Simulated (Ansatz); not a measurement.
# SiSn2 (model cell, started as cuprite): following an unstable mode

Wanted: the energy along a soft mode of SiSn2 (model cell, started as cuprite) and the structure at the end.

Program: Ansatz 0.2.0. Level of theory: DFT PBEsol, scalar-relativistic, plane waves, PAW. Values are calculated unless marked as measured.

This is a report of a sequence of runs, with the program logs left out and the cost of each run kept.

The structure was built from a prototype and need not be the compound's stable phase.

## 1. Set-up

Symmetry: Pn-3m, No. 224, cubic system. Conventional cell: a = 5.767 Å, b = 5.767 Å, c = 5.767 Å, α = 90.00°, β = 90.00°, γ = 90.00°. Si has 4 Sn at 2.50 Å nearest. Sn has 2 Si at 2.50 Å nearest. Farther neighbours, and contacts between anions beyond the nearest, are not listed.

## 2. Phonons on a q mesh

Stability and thermal properties need the whole zone. Linear response on a 2×2×2 q mesh gives force constants as far as a supercell of that size would.

The input, input.yaml:

```yaml
crystal:
  lattice:
    - [5.7670116997, 0.0, 0.0]
    - [0.0, 5.7670116997, 0.0]
    - [0.0, 0.0, 5.7670116997]
  atoms:
    - { symbol: Si, position: [0.0, 0.0, 0.0] }
    - { symbol: Si, position: [0.5, 0.5, 0.5] }
    - { symbol: Sn, position: [0.25, 0.25, 0.25] }
    - { symbol: Sn, position: [0.75, 0.75, 0.25] }
    - { symbol: Sn, position: [0.75, 0.25, 0.75] }
    - { symbol: Sn, position: [0.25, 0.75, 0.75] }
kpoints:
  mp_grid: { grid: [6, 6, 6] }
hamiltonian:
  xc: pbesol
scf:
  occupations: { method: methfessel_paxton, width: 0.2 }
output:
  eigenvalues: true
phonons:
  method: dfpt
  qmesh: [2, 2, 2]
  temperatures: { t_max: 1000, t_step: 50 }
  qpath:
    path:
      - [[0.0, 0.0, 0.0], [0.0, 0.5, 0.0], [0.5, 0.5, 0.0], [0.0, 0.0, 0.0], [0.5, 0.5, 0.5], [0.0, 0.5, 0.0]]
      - [[0.5, 0.5, 0.5], [0.5, 0.5, 0.0]]
    npoints: 10
```

Started as:

```sh
$ ansatz run input.yaml --threads 8 --pin off --max-ram 14336MiB --backend cpu --events-out ev --progress --plain --runs-dir out
```

The job ended after 1.9 min (8 threads of Arm Neoverse V2, shared host; peak memory 2.5 GiB).

Read from the output:

| Property | Result |
| --- | --- |
| volume per atom | 31.97 Å³ |
| gap on the k-mesh | 0 eV |
| sum-rule residual before enforcement | 1.85e-5 eV/Å² |
| lowest frequency on the path | -107.7 cm⁻¹ |
| point group | m-3m |
| highest frequency on path, mesh or solved points | 363.1 cm⁻¹ |
| highest optical mode at the zone centre (no LO-TO term) | 354.9 cm⁻¹ |
| lowest optical zone-centre mode | -88.44 cm⁻¹ |
| lowest mode on the q mesh (acoustic modes at Γ apart) | -107.7 cm⁻¹ |

Frequencies (cm⁻¹) solved at each irreducible wavevector; negative means imaginary. Frequencies by wavevector, by row:

| q in reciprocal lattice units | star | mode 1 | mode 2 | mode 3 | mode 4 | mode 16 | mode 17 | mode 18 |
| --- | --- | --- | --- | --- | --- | --- | --- | --- |
| 0 0 0 | 1 | -88.4 | -88.4 | -88.4 | -87.1 | 354.9 | 354.9 | 354.9 |
| 0 0 -0.5 | 3 | -85.8 | -85.8 | -77.6 | -77.6 | 324.8 | 362.8 | 362.8 |
| 0 -0.5 -0.5 | 3 | -91.9 | -91.9 | -83 | -83 | 320.5 | 359.7 | 359.7 |
| -0.5 -0.5 -0.5 | 1 | -107.7 | -107.7 | -107.7 | -65.7 | 353 | 353 | 353 |

Interpolated from a 2×2×2 q mesh. Phonon branches along the path, in cm⁻¹:

| point | branch 1 | branch 2 | branch 3 | branch 4 | branch 15 | branch 16 | branch 17 | branch 18 |
| --- | --- | --- | --- | --- | --- | --- | --- | --- |
| Γ | -88 | -88 | -88 | -87 | 269 | 355 | 355 | 355 |
| halfway | -88 | -84 | -83 | -83 | 292 | 347 | 359 | 359 |
| X | -86 | -86 | -78 | -78 | 325 | 325 | 363 | 363 |
| halfway | -89 | -89 | -83 | -83 | 322 | 322 | 362 | 362 |
| M | -92 | -92 | -83 | -83 | 320 | 320 | 360 | 360 |
| halfway | -88 | -87 | -86 | -84 | 299 | 342 | 359 | 361 |
| Γ | -88 | -88 | -88 | -87 | 269 | 355 | 355 | 355 |
| halfway | -96 | -96 | -80 | -77 | 291 | 348 | 358 | 358 |
| R | -108 | -108 | -108 | -66 | 278 | 353 | 353 | 353 |
| halfway | -100 | -97 | -84 | -77 | 297 | 342 | 356 | 360 |
| X | -86 | -86 | -78 | -78 | 325 | 325 | 363 | 363 |
| jump to R | -108 | -108 | -108 | -66 | 278 | 353 | 353 | 353 |
| halfway | -102 | -102 | -93 | -72 | 293 | 344 | 357 | 357 |
| M | -92 | -92 | -83 | -83 | 320 | 320 | 360 | 360 |

Symmetry leaves 4 wavevectors to solve. The lowest mode among them, the acoustic zeros apart, lies at q = (-0.5, -0.5, -0.5) and is imaginary, 107.7i cm⁻¹, so the energy falls along it.

## 3. The mode frozen in, largest atomic shift 0 Å

The mode followed lies at q = (0, -0.5, -0.5) with frequency 91.9i cm⁻¹ and is 2-fold degenerate, one of the unstable modes though not the softest. At small amplitude the pattern taken leaves space group no. 93 by a symmetry search on the positions. The undistorted cell that holds it gives the zero of energy on the same k mesh.

System of this step: SiSn2 (model cell, started as cuprite). The structure is cubic, space group Pn-3m (No. 224). The conventional cell has a = 5.767 Å, b = 5.767 Å, c = 5.767 Å, α = 90.00°, β = 90.00°, γ = 90.00°. Nearest to Si lie 4 Sn at 2.50 Å. Sn has 2 Si at 2.50 Å nearest. Farther neighbours, and contacts between anions beyond the nearest, are not listed.

The input, input.yaml:

```yaml
crystal:
  lattice:
    - [-5.7670116997, 0.0, 0.0]
    - [0.0, -5.7670116997, -5.7670116997]
    - [0.0, -5.7670116997, 5.7670116997]
  atoms:
    - { symbol: Si, position: [0.0, 0.0, 0.0] }
    - { symbol: Si, position: [0.0, 0.5, 0.5] }
    - { symbol: Si, position: [0.5, 0.0, 0.5] }
    - { symbol: Si, position: [0.5, 0.5, 0.0] }
    - { symbol: Sn, position: [0.75, 0.25, 0.5] }
    - { symbol: Sn, position: [0.75, 0.75, 0.0] }
    - { symbol: Sn, position: [0.25, 0.0, 0.25] }
    - { symbol: Sn, position: [0.25, 0.5, 0.75] }
    - { symbol: Sn, position: [0.25, 0.0, 0.75] }
    - { symbol: Sn, position: [0.25, 0.5, 0.25] }
    - { symbol: Sn, position: [0.75, 0.75, 0.5] }
    - { symbol: Sn, position: [0.75, 0.25, 0.0] }
kpoints:
  mp_grid: { grid: [6, 6, 6] }
hamiltonian:
  xc: pbesol
scf:
  occupations: { method: methfessel_paxton, width: 0.2 }
output:
  forces: true
  stress: true
  eigenvalues: true
```

It took 8.6 s on 8 threads; peak memory 2 GiB.

Read from the output:

| Quantity | Value |
| --- | --- |
| pressure | 0.03301 GPa |
| energy from the undistorted cell | 0 meV/atom |

The run ends at a pressure of 0.03 GPa.

## 4. The mode frozen in, largest atomic shift 0.6 Å

The atoms are moved along the unstable eigenvector, the largest shift by 0.6 Å, with the cell fixed.

The input, input.yaml:

```yaml
crystal:
  lattice:
    - [-5.7670116997, 0.0, 0.0]
    - [0.0, -5.7670116997, -5.7670116997]
    - [0.0, -5.7670116997, 5.7670116997]
  atoms:
    - { symbol: Si, position: [0.0, -0.0212473875, -0.0212473875] }
    - { symbol: Si, position: [0.0, 0.5212473875, 0.5212473875] }
    - { symbol: Si, position: [0.5, -0.0212473875, 0.5212473875] }
    - { symbol: Si, position: [0.5, 0.5212473875, -0.0212473875] }
    - { symbol: Sn, position: [0.75, 0.25, 0.4264325979] }
    - { symbol: Sn, position: [0.75, 0.75, 0.0735674021] }
    - { symbol: Sn, position: [0.25, 0.0735674021, 0.25] }
    - { symbol: Sn, position: [0.25, 0.4264325979, 0.75] }
    - { symbol: Sn, position: [0.25, 0.0735674021, 0.75] }
    - { symbol: Sn, position: [0.25, 0.4264325979, 0.25] }
    - { symbol: Sn, position: [0.75, 0.75, 0.4264325979] }
    - { symbol: Sn, position: [0.75, 0.25, 0.0735674021] }
kpoints:
  mp_grid: { grid: [6, 6, 6] }
hamiltonian:
  xc: pbesol
scf:
  occupations: { method: methfessel_paxton, width: 0.2 }
output:
  forces: true
  stress: true
  eigenvalues: true
```

Run time: 15 s. Hardware: 8 threads; peak memory 1.8 GiB.

Read from the output:

```
pressure                         : -0.8605 GPa
energy from the undistorted cell : -249.5 meV/atom
```

The energy, extrapolated to zero smearing, is -249.53 meV/atom against the undistorted cell.

The run ends at a pressure of -0.86 GPa, with forces up to 0.88 eV/Å.

## 5. Energy along the mode, all amplitudes (two of the runs are shown above)

An imaginary frequency means negative curvature, so the energy should fall and then rise again as anharmonic terms take over.

Numbers from this step:

```
depth at the lowest point sampled  : 249.5 meV/atom
largest atomic shift at that point : 0.6 Å
```

Energy from the parent against largest atomic shift:

| largest atomic shift (Å) | energy from the parent (meV/atom) |
| --- | --- |
| 0.000 | 0 |
| 0.040 | -2.32 |
| 0.080 | -8.93 |
| 0.140 | -26.3 |
| 0.220 | -63.3 |
| 0.320 | -125 |
| 0.450 | -207 |
| 0.600 | -250 |

Displacement at unit largest shift by atom:

| atom | x (Å) | y (Å) | z (Å) | size |
| --- | --- | --- | --- | --- |
| Si1 | 0.000 | 0.408 | 0.000 | 0.408 |
| Si2 | 0.000 | -0.408 | 0.000 | 0.408 |
| Si3 | 0.000 | 0.000 | 0.408 | 0.408 |
| Si4 | 0.000 | 0.000 | -0.408 | 0.408 |
| Sn5 | 0.000 | 0.707 | -0.707 | 1.000 |
| Sn6 | 0.000 | -0.707 | 0.707 | 1.000 |
| Sn7 | 0.000 | -0.707 | -0.707 | 1.000 |
| Sn8 | 0.000 | 0.707 | 0.707 | 1.000 |
| Sn9 | 0.000 | -0.707 | -0.707 | 1.000 |
| Sn10 | 0.000 | 0.707 | 0.707 | 1.000 |
| Sn11 | 0.000 | 0.707 | -0.707 | 1.000 |
| Sn12 | 0.000 | -0.707 | 0.707 | 1.000 |

The energy still falls at the last step, so the rise lies beyond the steps tried.

## 6. Relaxation from the frozen mode

Starting from the lowest point found, all atoms and the cell are let go, so that strain and other modes of the same symmetry can join in.

input.yaml: that of step 4 with these lines changed.

```diff
@@ -28 +28,6 @@
   eigenvalues: true
+relax:
+  adjacent_minimum: "off"
+  f_tol: 0.002
+  max_steps: 120
+  cell: { stress_tol: 0.03 }
```

Elapsed: 8.2 min, on 8 threads; peak memory 2 GiB; 62 min of CPU time.

Relaxation path (22 of 26):

| step | energy less that of the first step (eV) | largest force component (eV/Å) | pressure (GPa) | volume (Å³) |
| --- | --- | --- | --- | --- |
| 1 | 0.0000 | 0.8755 | -0.86 | 383.60 |
| 2 | 0.0756 | 1.4880 | 1.91 | 365.00 |
| 3 | -0.3046 | 0.3661 | -0.42 | 378.50 |
| 5 | -0.4890 | 0.0439 | 0.18 | 370.45 |
| 6 | -0.6016 | 0.0394 | 0.14 | 365.11 |
| 7 | -0.6867 | 0.0650 | 0.12 | 358.78 |
| 8 | -0.8021 | 0.0375 | -0.04 | 352.36 |
| 9 | -0.8811 | 0.0757 | 0.30 | 342.78 |
| 11 | -1.2906 | 0.3247 | -1.37 | 334.21 |
| 12 | -1.8087 | 0.1932 | 0.00 | 314.25 |
| 13 | -1.9840 | 0.2851 | 0.07 | 305.86 |
| 14 | -1.3214 | 0.3157 | 3.50 | 288.36 |
| 15 | -2.0549 | 0.0946 | 1.32 | 299.27 |
| 16 | -2.0565 | 0.1772 | -0.84 | 305.40 |
| 18 | -2.1154 | 0.0117 | 0.09 | 303.14 |
| 19 | -2.1157 | 0.0009 | 0.00 | 303.55 |
| 20* | -2.4053 | 0.0064 | 1.31 | 303.55 |
| 21 | -2.4560 | 0.0138 | 0.24 | 309.36 |
| 22 | -2.4603 | 0.0073 | 0.01 | 310.84 |
| 24* | -2.4622 | 0.0020 | 0.00 | 310.98 |
| 25 | -2.4622 | 0.0005 | 0.00 | 310.98 |
| 26* | -2.4622 | 0.0005 | 0.00 | 310.98 |

Relaxation steps marked * repeat the geometry before them on a plane-wave basis chosen anew for their cell, so energy and pressure can jump there. Other such steps can lie between the rows shown. Relaxation steps 2, 14 were tried and not accepted.

Forces are held to the 8 operations that the program found; a distortion that breaks them can't arise in this run.

| cell as run | before | after | change |
| --- | --- | --- | --- |
| a (Å) | 5.767 | 2.980 | -48.3 % |
| b (Å) | 8.156 | 10.215 | +25.3 % |
| c (Å) | 8.156 | 10.215 | +25.3 % |
| volume (Å³/atom) | 31.97 | 25.92 | -18.9 % |

The atoms that moved most (Å, as changes of fractional coordinates times the final cell):

| atom | dx | dy | dz | length |
| --- | --- | --- | --- | --- |
| Sn10 | 0.000 | -0.230 | -0.230 | 0.326 |
| Sn5 | 0.000 | -0.230 | 0.230 | 0.326 |
| Sn12 | 0.000 | 0.230 | -0.230 | 0.326 |
| Sn7 | 0.000 | 0.230 | 0.230 | 0.326 |
| Sn8 | 0.000 | 0.173 | 0.173 | 0.244 |
| Sn11 | 0.000 | 0.173 | -0.173 | 0.244 |
| Sn6 | 0.000 | -0.173 | 0.173 | 0.244 |
| Sn9 | 0.000 | -0.173 | -0.173 | 0.244 |

The relaxed structure:

```xyz
12
Lattice="-2.9801 0.0000 0.0000 0.0000 -7.2234 -7.2234 0.0000 -7.2234 7.2234" Properties=species:S:1:pos:R:3 pbc="T T T"
Si    0.0000    0.2370    0.0000
Si    0.0000   -7.4604    0.0000
Si   -1.4900   -3.6117    3.8487
Si   -1.4900   -3.6117   -3.8487
Sn   -2.2351   -5.1165    1.5048
Sn   -2.2351   -6.1218   -4.7133
Sn   -0.7450   -2.1069    1.5048
Sn   -0.7450   -8.3250    2.5101
Sn   -0.7450   -6.1218    4.7133
Sn   -0.7450   -5.1165   -1.5048
Sn   -2.2351   -8.3250   -2.5101
Sn   -2.2351   -2.1069   -1.5048
```

Read from the output:

- pressure: 0.001332 GPa
- volume per atom: 25.92 Å³

The distorted start has space group P4_222; the relaxation ends in P4_222.

## 7. Summary of results

```yaml
unstable_mode_of_the_parent: q = (0, -0.5, -0.5), 92i cm⁻¹
depth_at_the_lowest_point_sampled: 250 meV/atom
largest_atomic_shift_at_that_point: 0.6 Å
space_group_reached: P4_222
energy_gained_over_the_parent_first_relaxation_on_the_mesh_of_the_frozen_mode: 454 meV/atom
volume_per_atom_phase_reached: 25.9 Å³
```

What this shows: Along this mode the structure falls into P4_222, 454 meV/atom below the parent. At the parent's cell the well is 249.5 meV/atom deep on the steps tried, with its lowest point at a shift of 0.6 Å. That is the last step tried, so the steps alone don't bracket the bottom of the well. Relaxing atoms and cell changes the gain by +204.93 meV/atom against the lowest step (energies at zero smearing). The modes of the phase reached were not computed. Of the 5 patterns followed from this parent, this one ends 74.6 meV/atom above the lowest, I4_1/amd. Each path keeps the symmetry of its pattern, so a lower phase may lie along a pattern not tried. With no gap, or one that is small against the smearing, the frequencies hang on the k mesh and the smearing, most of all near Kohn anomalies. The volume moved by more than a tenth on the k mesh of the start, so the energy gain is rough. Spin-orbit coupling is left out, which can matter for the heavy elements here. The starting cell was built on a prototype and not taken from a measurement, so the phase need not exist.

[Long decimals in the printed logs are rounded to 6 places.]

[Logs are printed without paths, hosts, clocks, repeated set-up lines and the standing remarks that a program may print on its own settings, such as how far it seeks lower states.]

[Hosts, paths, dates, database ids (printed as entryN), source tags and the programs' standing remarks are cut or masked in the printed files.]

[Where the starting crystal was built by hand or by swapping elements, it need not be the compound's stable phase.]
